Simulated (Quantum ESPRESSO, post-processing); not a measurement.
# F on fcc sites of Cu(111), stepped through the coverage, part 2 of 2

What law, if any, do the results for F on fcc sites of Cu(111) follow against the coverage?

Quantum ESPRESSO 7.5; plane-wave DFT, PBE, GBRV ultrasoft pseudopotentials.

So far. Step 8 (SCF with pw.x, 0.1111 ML): Inside the slab this potential holds the local part of the pseudopotentials, which can be repulsive at the nuclei; only its value in the vacuum has a meaning of its own. Step 9 (Relaxation with pw.x, 0.75 ML): The relaxation lowers the energy by 58 meV an atom. On the free atoms the largest force ends at 0.035 eV/Å.

## Step 10: Ground state, 0.75 ML

The input, m7.esm.in:

```
&control
  prefix = 'm7.esm'
  outdir = './out'
  pseudo_dir = './pseudo'
  calculation = 'scf'
  tprnfor = .true.
/
&system
  ibrav = 0
  nat = 15
  ntyp = 2
  ecutwfc = 40
  ecutrho = 200
  occupations = 'smearing'
  smearing = 'mv'
  degauss = 0.02
  assume_isolated = 'esm'
  esm_bc = 'bc1'
/
&electrons
  conv_thr = 1e-07
  mixing_beta = 0.25
  electron_maxstep = 160
  mixing_mode = 'local-TF'
  mixing_ndim = 12
/
ATOMIC_SPECIES
  Cu  63.5460  cu_pbe_v1.2.uspp.F.UPF
  F   18.9984  f_pbe_v1.4.uspp.F.UPF
CELL_PARAMETERS angstrom
  5.11977780488138 0.00000000000000 0.00000000000000
  2.55988890244069 4.43385764075900 0.00000000000000
  0.00000000000000 0.00000000000000 19.40655679958268
ATOMIC_POSITIONS crystal
  Cu  0.000000000000 0.500000000000 -0.142191391450
  Cu  0.500000000000 0.000000000000 -0.142191391450
  Cu  0.500000000000 0.500000000000 -0.142191391450
  Cu  0.000000000000 0.000000000000 -0.142191391450
  Cu  0.166666666700 0.666666666700 -0.034488589850
  Cu  0.666666666700 0.166666666700 -0.034488589850
  Cu  0.666666666700 0.666666666700 -0.034488589850
  Cu  0.166666666700 0.166666666700 -0.034488589850
  Cu  0.837732481000 0.324535038000 0.072630637450
  Cu  0.324535038000 0.837732481000 0.072630637450
  Cu  0.333333333300 0.333333333300 0.069259711050
  Cu  0.837732481000 0.837732481000 0.072630637450
  F   -0.001847166400 0.500923583200 0.142191391450
  F   0.500923583200 -0.001847166400 0.142191391450
  F   0.500923583200 0.500923583200 0.142191391450
K_POINTS automatic
  5 5 1 0 0 0
```

Started as:

```
OMP_NUM_THREADS=1 mpirun -n 8 pw.x -nk 2 -in m7.esm.in > m7.esm.out
```

Wall time 4 min (8 MPI ranks of AMD EPYC 7R43, shared host); peak memory 1.4 GiB.

This step gave:

- free energy: -67905.6680 eV
- Fermi energy: -6.458 eV
- vacuum line at the lower end of the cell, over the Fermi level: 4.890 eV
- vacuum line at the upper end of the cell, over the Fermi level: 8.027 eV

Inside the slab this potential holds the local part of the pseudopotentials, which can be repulsive at the nuclei; only its value in the vacuum has a meaning of its own.

## Step 11: Relaxation with pw.x, 1 ML

System of this step: Cu(111), 3 layers, 1 sites a cell, 1 F on fcc sites. The cell holds 4 atoms: 3 Cu and 1 F. Cell: a = 2.560 Å, b = 2.560 Å, c = 19.407 Å, α = 90.0°, β = 90.0°, γ = 60.0°. It derives from Cu. Vacuum lies along c.

The input, m8.relax.in:

```
&control
  prefix = 'm8.relax'
  outdir = './out'
  pseudo_dir = './pseudo'
  nstep = 70
  forc_conv_thr = 0.0015
  calculation = 'relax'
/
&system
  ibrav = 0
  nat = 4
  ntyp = 2
  ecutwfc = 40
  ecutrho = 200
  occupations = 'smearing'
  smearing = 'mv'
  degauss = 0.02
/
&electrons
  conv_thr = 1e-07
  mixing_beta = 0.3
  electron_maxstep = 120
  mixing_mode = 'local-TF'
/
&ions
/
ATOMIC_SPECIES
  Cu  63.5460  cu_pbe_v1.2.uspp.F.UPF
  F   18.9984  f_pbe_v1.4.uspp.F.UPF
CELL_PARAMETERS angstrom
  2.55988890244069 0.00000000000000 0.00000000000000
  1.27994445122034 2.21692882037950 0.00000000000000
  0.00000000000000 0.00000000000000 19.40655679958268
ATOMIC_POSITIONS crystal
  Cu  0.000000000000 0.000000000000 0.361724950476 0 0 0
  Cu  0.333333333400 0.333333333400 0.469427752059 0 0 0
  Cu  0.666666666700 0.666666666700 0.577130553642
  F   0.000000000000 0.000000000000 0.638275049524
K_POINTS automatic
  10 10 1 0 0 0
```

Started as:

```
OMP_NUM_THREADS=1 mpirun -n 8 pw.x -nk 4 -in m8.relax.in > m8.relax.out
```

The job ended after 66 s (8 MPI ranks; peak memory 0.62 GiB).

Step by step:

```tsv
step	energy less that of the first step (eV)	largest force (eV/Å)
1	0.0000	2.8324
2	-0.1917	0.7748
3	-0.2090	0.1677
4	-0.2096	0.0901
5	-0.2101	0.1279
6	-0.2108	0.1509
7	-0.2116	0.1408
8	-0.2125	0.0717
9	-0.2126	0.0283
```

The atoms that moved most (Å):

```tsv
atom	dx	dy	dz	length
F4	0.000	0.000	0.123	0.123
Cu3	0.000	0.000	-0.047	0.047
```

Final coordinates:

```xyz
4
Lattice="2.5599 0.0000 0.0000 1.2799 2.2169 0.0000 0.0000 0.0000 19.4066" Properties=species:S:1:pos:R:3
Cu    0.0000    0.0000    7.0198
Cu    1.2799    0.7390    9.1100
Cu    2.5599    1.4780   11.1529
F     0.0000    0.0000   12.5098
```

The relaxation lowers the energy by 53 meV an atom. On the free atoms the largest force ends at 0.028 eV/Å.

Numbers from this step:

- free energy: -17141.4828 eV
- Fermi energy: 1.212 eV

## Step 12: Ground state, 1 ML

The input, m8.esm.in:

```
&control
  prefix = 'm8.esm'
  outdir = './out'
  pseudo_dir = './pseudo'
  calculation = 'scf'
  tprnfor = .true.
/
&system
  ibrav = 0
  nat = 4
  ntyp = 2
  ecutwfc = 40
  ecutrho = 200
  occupations = 'smearing'
  smearing = 'mv'
  degauss = 0.02
  assume_isolated = 'esm'
  esm_bc = 'bc1'
/
&electrons
  conv_thr = 1e-07
  mixing_beta = 0.25
  electron_maxstep = 160
  mixing_mode = 'local-TF'
  mixing_ndim = 12
/
ATOMIC_SPECIES
  Cu  63.5460  cu_pbe_v1.2.uspp.F.UPF
  F   18.9984  f_pbe_v1.4.uspp.F.UPF
CELL_PARAMETERS angstrom
  2.55988890244069 0.00000000000000 0.00000000000000
  1.27994445122034 2.21692882037950 0.00000000000000
  0.00000000000000 0.00000000000000 19.40655679958268
ATOMIC_POSITIONS crystal
  Cu  0.000000000000 0.000000000000 -0.141445025850
  Cu  0.333333333400 0.333333333400 -0.033742224250
  Cu  0.666666666700 0.666666666700 0.071525922950
  F   0.000000000000 0.000000000000 0.141445025850
K_POINTS automatic
  10 10 1 0 0 0
```

Started as:

```
OMP_NUM_THREADS=1 mpirun -n 8 pw.x -nk 4 -in m8.esm.in > m8.esm.out
```

Elapsed: 25 s, on 8 MPI ranks; peak memory 0.62 GiB.

This step gave:

- free energy: -17141.4580 eV
- Fermi energy: -7.003 eV
- vacuum line at the lower end of the cell, over the Fermi level: 4.845 eV
- vacuum line at the upper end of the cell, over the Fermi level: 9.161 eV

Inside the slab this potential holds the local part of the pseudopotentials, which can be repulsive at the nuclei; only its value in the vacuum has a meaning of its own.

## Step 13: The series side by side

The series in one table:

```tsv
the coverage	adsorption energy an atom, from the free molecule (eV)	work function of the upper face (eV)	work function of the lower face (eV)
0 ML	-	4.886	4.885
0.1111 ML	-	5.162	4.814
0.1667 ML	-	5.386	4.811
0.25 ML	-	5.784	4.802
0.3333 ML	-	6.023	4.823
0.5 ML	-2.5	6.775	4.805
0.6667 ML	-2.452	7.484	4.875
0.75 ML	-2.244	8.027	4.89
1 ML	-1.907	9.161	4.845
```

## Step 14: The arithmetic

At 1 ML: E_ads = [-17141.4828 − 1 × (-16480.2598)]/1 − (-1318.6309)/2 = -1.907 eV. Cells and meshes differ along the series, and any error of the slab's energy is multiplied by the number of slab cells an adsorbate, so no value is given under half a monolayer.

## Step 15: Results

```
adsorption energy an atom, from the free molecule, at 0.5 ML and at 1 ML : -2.50, -1.91 eV
work function of the upper face, at 0 ML and at 1 ML                     : 4.89, 9.16 eV
```

**Reading.** The series holds 9 members (PBE, GBRV ultrasoft). From 0.5 ML to 1 ML the adsorption energy an atom, from the free molecule rises from -2.50 to -1.91 eV. From 0 ML to 1 ML the work function of the upper face rises from 4.89 to 9.16 eV. The untouched lower face should keep its work function but moves by 0.09 eV, since the slab is thin and cells, meshes or relaxed layers differ between members; changes of the upper face are uncertain by about as much. Thin slabs, one site and one ordered pattern a coverage; no reconstruction or subsurface sites; meshes differ a little between cells.

[Logs are printed without paths, hosts, clocks, repeated set-up lines and the standing remarks that a program may print on its own settings, such as how far it seeks lower states.]

[Hosts, paths, dates, database ids (printed as entryN), source tags and the programs' standing remarks are cut or masked in the printed files.]

[Maps of the electrostatic potential energy from Ansatz leave out the sawtooth potential of an applied field or a dipole correction, so their vacuum need not be flat; planar profiles and work functions include it.]
